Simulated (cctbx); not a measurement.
## A crystallographic session in cctbx: Li3NbNi4S8

Library: cctbx 2025.11. The data are simulated by the first script.

## 1. Simulate the data

run.py:

```python
from cctbx import adptbx, crystal, miller, sgtbx, xray
from cctbx.array_family import flex
from iotbx.shelx import hklf
from scitbx import matrix
import scitbx.random

cs = crystal.symmetry(unit_cell=(12.5502, 7.442, 7.366, 90, 124.5719, 90), space_group_symbol='Hall: -C 2y')  # C2/m
atoms = [  # label, site, U (iso, or U11 U22 U33 U12 U13 U23 in A^2), occupancy
    ("Nb1", (0, 0.5, 0), 0.0033, 0.85),
    ("Ni1", (0.75, 0.75, 0), 0.0037, 1),
    ("Ni2", (0, 0, 0), 0.0043, 1),
    ("Ni3", (0, 0.5, 0.5), 0.0040, 1),
    ("S1", (0.9921, 0.2607, 0.75), 0.0051, 1),
    ("S2", (0.2474, 0.5, 0.76), 0.0048, 1),
    ("S3", (0.7623, 0.5, 0.7711), 0.0040, 1),
    ("Li1", (0.75, 0.75, 0.5), 0.0061, 1),
    ("Li2", (0, 0, 0.5), 0.0060, 1),
]
xs = xray.structure(crystal_symmetry=cs)
for label, site, u, occ in atoms:
    u = adptbx.u_cif_as_u_star(cs.unit_cell(), u) if isinstance(u, tuple) else u
    xs.add_scatterer(xray.scatterer(label, site=site, u=u, occupancy=occ))
xs.set_inelastic_form_factors(0.4959, "sasaki")
xs.show_summary()
p1 = xs.expand_to_p1()
ms = miller.build_set(p1, anomalous_flag=True, d_min=0.77)
flex.set_random_seed(999338)
scitbx.random.set_random_seed(999338)
ms = ms.select(flex.random_double(ms.size()) < 0.7)
i = ms.structure_factors_from_scatterers(p1, algorithm="direct").f_calc().as_intensity_array().data()
i = i * 20000 / flex.max(i)
sig = flex.sqrt(i + flex.pow2(0.04 * i) + 2 ** 2)
noise = scitbx.random.variate(scitbx.random.normal_distribution())(i.size())
data = ms.array(data=i + sig * noise, sigmas=sig).set_observation_type_xray_intensity()
with open("data.hkl", "w") as f:
    data.export_as_shelx_hklf(f)
print("reflections written:", data.size(), " <I/sigma> = %.1f" % flex.mean(data.data() / data.sigmas()))
for h, a, b in list(data.sort("data"))[:12]:
    print("%4d%4d%4d %9.1f %7.1f" % (h + (a, b)))
```

```console
$ python run.py
```

```text
Number of scatterers: 9
At special positions: 8
Unit cell: (12.5502, 7.442, 7.366, 90, 124.572, 90)
Space group: C 1 2/m 1 (No. 12)
reflections written: 3671  <I/sigma> = 5.0
  -2   2   2   21035.7   812.4
   2  -2  -2   19996.0   812.4
  -2  -2   2   19012.5   812.4
   4   0   0   18839.1   797.1
  -2   2  -2   15345.0   586.6
   2  -2   2   15152.2   586.6
  -2  -2  -2   14966.1   586.6
   0  -4   0   14623.9   594.3
  -4   0   4   14576.8   582.9
   6   2  -2   14157.8   572.9
  -6   2   2   14081.6   572.9
  -6  -2   2   13770.2   572.9
```

It took 0.43 s on 1 thread of Arm Neoverse N1, with other jobs on the host, peak memory 0.07 GiB.

## 2. Refinement

run.py:

```python
import math
from cctbx import adptbx, crystal, maptbx, sgtbx, xray
from cctbx.array_family import flex
from cctbx.xray import observations
from iotbx.shelx import hklf
from scitbx.lstbx import normal_eqns_solving
from smtbx import absolute_structure, utils
from smtbx.refinement import constraints, least_squares

cs = crystal.symmetry(unit_cell=(12.5502, 7.442, 7.366, 90, 124.5719, 90), space_group_symbol='Hall: -C 2y')  # C2/m
atoms = [  # label, site, U (iso, or U11 U22 U33 U12 U13 U23 in A^2), occupancy
    ("Nb1", (0, 0.5, 0), 0.0200, 1),
    ("Ni1", (0.75, 0.75, 0), 0.0200, 1),
    ("Ni2", (0, 0, 0), 0.0200, 1),
    ("Ni3", (0, 0.5, 0.5), 0.0200, 1),
    ("S1", (0.9921, 0.2607, 0.75), 0.0200, 1),
    ("S2", (0.2474, 0.5, 0.76), 0.0200, 1),
    ("S3", (0.7623, 0.5, 0.7711), 0.0200, 1),
    ("Li1", (0.75, 0.75, 0.5), 0.0200, 1),
    ("Li2", (0, 0, 0.5), 0.0200, 1),
]
xs = xray.structure(crystal_symmetry=cs)
for label, site, u, occ in atoms:
    u = adptbx.u_cif_as_u_star(cs.unit_cell(), u) if isinstance(u, tuple) else u
    xs.add_scatterer(xray.scatterer(label, site=site, u=u, occupancy=occ))
xs.set_inelastic_form_factors(0.4959, "sasaki")
xs.convert_to_anisotropic()
raw = hklf.reader(file_name="data.hkl").as_miller_arrays(crystal_symmetry=cs, anomalous=True)[0]
merged = raw.eliminate_sys_absent().merge_equivalents()
fo2 = merged.array().set_observation_type_xray_intensity()
print("Rint %.3f, %d unique reflections to %.2f A" % (merged.r_int(), fo2.size(), fo2.d_min()))
for sc in xs.scatterers():
    sc.flags.set_grad_site(True)
    sc.flags.set_grad_u_aniso(sc.flags.use_u_aniso())
    sc.flags.set_grad_u_iso(sc.flags.use_u_iso())
obs = fo2.as_xray_observations()
extra = {}
rep = constraints.reparametrisation(xs, [], utils.connectivity_table(xs), **extra)
ls = least_squares.crystallographic_ls(obs, rep, weighting_scheme=least_squares.mainstream_shelx_weighting(a=0, b=0))
print("cycle     R1     wR2    GooF  max shift (A)")
for cycle in range(12):
    ls.build_up()
    r1, wr2, goof = ls.r1_factor(cutoff_factor=2)[0], ls.wR2(), ls.goof()
    old = xs.sites_cart()
    normal_eqns_solving.levenberg_marquardt_iterations(ls, n_max_iterations=3, tau=1e-06, step_threshold=1e-7)
    big = flex.max((xs.sites_cart() - old).norms())
    print("%4d %7.4f %7.4f %7.3f %9.5f" % (cycle + 1, r1, wr2, goof, big))
    ls.build_up(objective_only=True)
    if abs(ls.wR2() - wr2) < 5e-5 and big < 5e-4:
        break
ls.build_up()
print("final R1 %.4f wR2 %.4f GooF %.3f  parameters %d  data/parameter %.1f" % (ls.r1_factor(cutoff_factor=2)[0], ls.wR2(), ls.goof(), ls.n_parameters, fo2.size() / ls.n_parameters))
cov = ls.covariance_matrix_and_annotations()
su = dict(zip(cov.annotations, (math.sqrt(max(v, 0)) for v in cov.matrix.matrix_packed_u_diagonal())))
a2 = cs.unit_cell().reciprocal_parameters()[0] ** -2
print("atom        x        y        z      Ueq    occ   su(xyz)  su(Uiso or U11)")
for sc in xs.scatterers():
    s = max(su.get(sc.label + k, 0) for k in (".x", ".y", ".z"))
    npd = "" if sc.is_positive_definite_u(cs.unit_cell()) else "  NPD"
    print("%-5s %8.5f %8.5f %8.5f %8.4f %6.3f %8.5f %7.4f%s" % ((sc.label,) + sc.site + (sc.u_iso_or_equiv(cs.unit_cell()), sc.occupancy, s, su.get(sc.label + ".uiso", su.get(sc.label + ".u11", 0) * a2), npd)))
fo = fo2.f_sq_as_f()
fc = fo.structure_factors_from_scatterers(xs, algorithm="direct").f_calc()
diff = fo.f_obs_minus_f_calc(1 / math.sqrt(ls.scale_factor()), fc).average_bijvoet_mates()
m = diff.fft_map(symmetry_flags=maptbx.use_space_group_symmetry, resolution_factor=0.25).apply_volume_scaling()
print("difference map: max %.2f min %.2f rms %.2f" % (m.statistics().max(), m.statistics().min(), m.statistics().sigma()))
peaks = m.peak_search(parameters=maptbx.peak_search_parameters(min_distance_sym_equiv=0.6, max_clusters=6)).all()
near = xs.closest_distances(peaks.sites(), distance_cutoff=4)
sps = cs.special_position_settings(min_distance_sym_equiv=0.5)
for k, (x, h) in enumerate(zip(peaks.sites(), peaks.heights())):
    ss = sps.site_symmetry(x)
    print("Q%-3d %7.4f %7.4f %7.4f %4d %7.2f  %.2f A from %s" % ((k + 1,) + tuple(t % 1 for t in ss.exact_site()) + (ss.multiplicity(), h, near.smallest_distances[k], xs.scatterers()[near.i_seqs[k]].label)))
```

```console
$ python run.py
```

```text
Rint 0.036, 691 unique reflections to 0.77 A
cycle     R1     wR2    GooF  max shift (A)
   1  0.1664  0.3523   6.551   0.00121
   2  0.0420  0.1263   2.349   0.00008
final R1 0.0421 wR2 0.1263 GooF 2.349  parameters 49  data/parameter 14.1
atom        x        y        z      Ueq    occ   su(xyz)  su(Uiso or U11)
Nb1    0.00000  0.50000  0.00000   0.0077  1.000  0.00000  0.0005
Ni1    0.75000  0.75000  0.00000   0.0005  1.000  0.00000  0.0005  NPD
Ni2    0.00000  0.00000  0.00000   0.0009  1.000  0.00000  0.0007
Ni3    0.00000  0.50000  0.50000   0.0010  1.000  0.00000  0.0007
S1     0.99212  0.26078  0.74999   0.0022  1.000  0.00023  0.0007
S2     0.24735  0.50000  0.76006   0.0021  1.000  0.00031  0.0010
S3     0.76239  0.50000  0.77110   0.0012  1.000  0.00031  0.0009
Li1    0.75000  0.75000  0.50000   0.0080  1.000  0.00000  0.0081
Li2    0.00000  0.00000  0.50000   0.0064  1.000  0.00000  0.0104  NPD
difference map: max 2.50 min -2.37 rms 0.32
Q1    0.0000  0.5000  0.5000    2    2.50  0.00 A from Ni3
Q2    0.2500  0.2500  0.0000    4    2.21  0.00 A from Ni1
Q3    0.0000  0.0000  0.0000    2    2.00  0.00 A from Ni2
Q4    0.2388  0.0000  0.2358    4    1.62  0.16 A from S2
Q5    0.2484  0.0000  0.7630    4    1.43  0.15 A from S3
Q6    0.0037  0.2420  0.2562    8    1.29  0.16 A from S1
```

Time: 0.63 s.

This run holds a fault made on purpose: disorder ignored: each site full, of its main element.

## 3. Refinement (occupancies of the disordered sites free, main element alone)

run.py, as its changes from the last script of this kind:

```diff
@@ -12,9 +12,9 @@
-    ("Nb1", (0, 0.5, 0), 0.0200, 1),
-    ("Ni1", (0.75, 0.75, 0), 0.0200, 1),
-    ("Ni2", (0, 0, 0), 0.0200, 1),
-    ("Ni3", (0, 0.5, 0.5), 0.0200, 1),
-    ("S1", (0.9921, 0.2607, 0.75), 0.0200, 1),
-    ("S2", (0.2474, 0.5, 0.76), 0.0200, 1),
-    ("S3", (0.7623, 0.5, 0.7711), 0.0200, 1),
-    ("Li1", (0.75, 0.75, 0.5), 0.0200, 1),
-    ("Li2", (0, 0, 0.5), 0.0200, 1),
+    ("Nb1", (0, 0.5, 0), 0.0120, 1),
+    ("Ni1", (0.75, 0.75, 0), 0.0120, 1),
+    ("Ni2", (0, 0, 0), 0.0120, 1),
+    ("Ni3", (0, 0.5, 0.5), 0.0120, 1),
+    ("S1", (0.99212, 0.26078, 0.74999), 0.0120, 1),
+    ("S2", (0.24735, 0.5, 0.76006), 0.0120, 1),
+    ("S3", (0.76239, 0.5, 0.7711), 0.0120, 1),
+    ("Li1", (0.75, 0.75, 0.5), 0.0120, 1),
+    ("Li2", (0, 0, 0.5), 0.0120, 1),
@@ -35,0 +36 @@
+    sc.flags.set_grad_occupancy(sc.label in ('Nb1',))
@@ -41 +42 @@
-for cycle in range(12):
+for cycle in range(20):
@@ -60,0 +62 @@
+print("su of occupancy Nb1: %.3f" % su["Nb1.occ"])
```

```console
$ python run.py
```

```text
Rint 0.036, 691 unique reflections to 0.77 A
cycle     R1     wR2    GooF  max shift (A)
   1  0.1130  0.2591   4.822   0.00149
   2  0.0228  0.0617   1.149   0.00040
   3  0.0198  0.0512   0.953   0.00007
   4  0.0197  0.0507   0.944   0.00001
final R1 0.0197 wR2 0.0507 GooF 0.944  parameters 50  data/parameter 13.8
atom        x        y        z      Ueq    occ   su(xyz)  su(Uiso or U11)
Nb1    0.00000  0.50000  0.00000   0.0034  0.849  0.00000  0.0002
Ni1    0.75000  0.75000  0.00000   0.0038  1.000  0.00000  0.0002
Ni2    0.00000  0.00000  0.00000   0.0043  1.000  0.00000  0.0003
Ni3    0.00000  0.50000  0.50000   0.0041  1.000  0.00000  0.0003
S1     0.99216  0.26070  0.74996   0.0053  1.000  0.00009  0.0003
S2     0.24751  0.50000  0.76014   0.0048  1.000  0.00012  0.0004
S3     0.76228  0.50000  0.77109   0.0042  1.000  0.00013  0.0004
Li1    0.75000  0.75000  0.50000   0.0070  1.000  0.00000  0.0028
Li2    0.00000  0.00000  0.50000   0.0057  1.000  0.00000  0.0038
su of occupancy Nb1: 0.002
difference map: max 0.51 min -0.54 rms 0.13
Q1    0.1730  0.5000  0.2267    4    0.54  0.80 A from S3
Q2    0.1799  0.5000  0.6567    4    0.46  0.75 A from S2
Q3    0.1503  0.2212  0.2927    8    0.45  1.33 A from Li1
Q4    0.0558  0.2425  0.2152    8    0.45  0.79 A from S1
Q5    0.1285  0.5000  0.7774    4    0.42  1.57 A from S2
Q6    0.0322  0.0000  0.4211    4    0.42  0.88 A from Li2
```

It took 0.73 s on 1 thread of Arm Neoverse N1 (shared host), peak memory 0.09 GiB.

[Logs are printed without paths, hosts, clocks, repeated set-up lines and the standing remarks that a program may print on its own settings, such as how far it seeks lower states.]
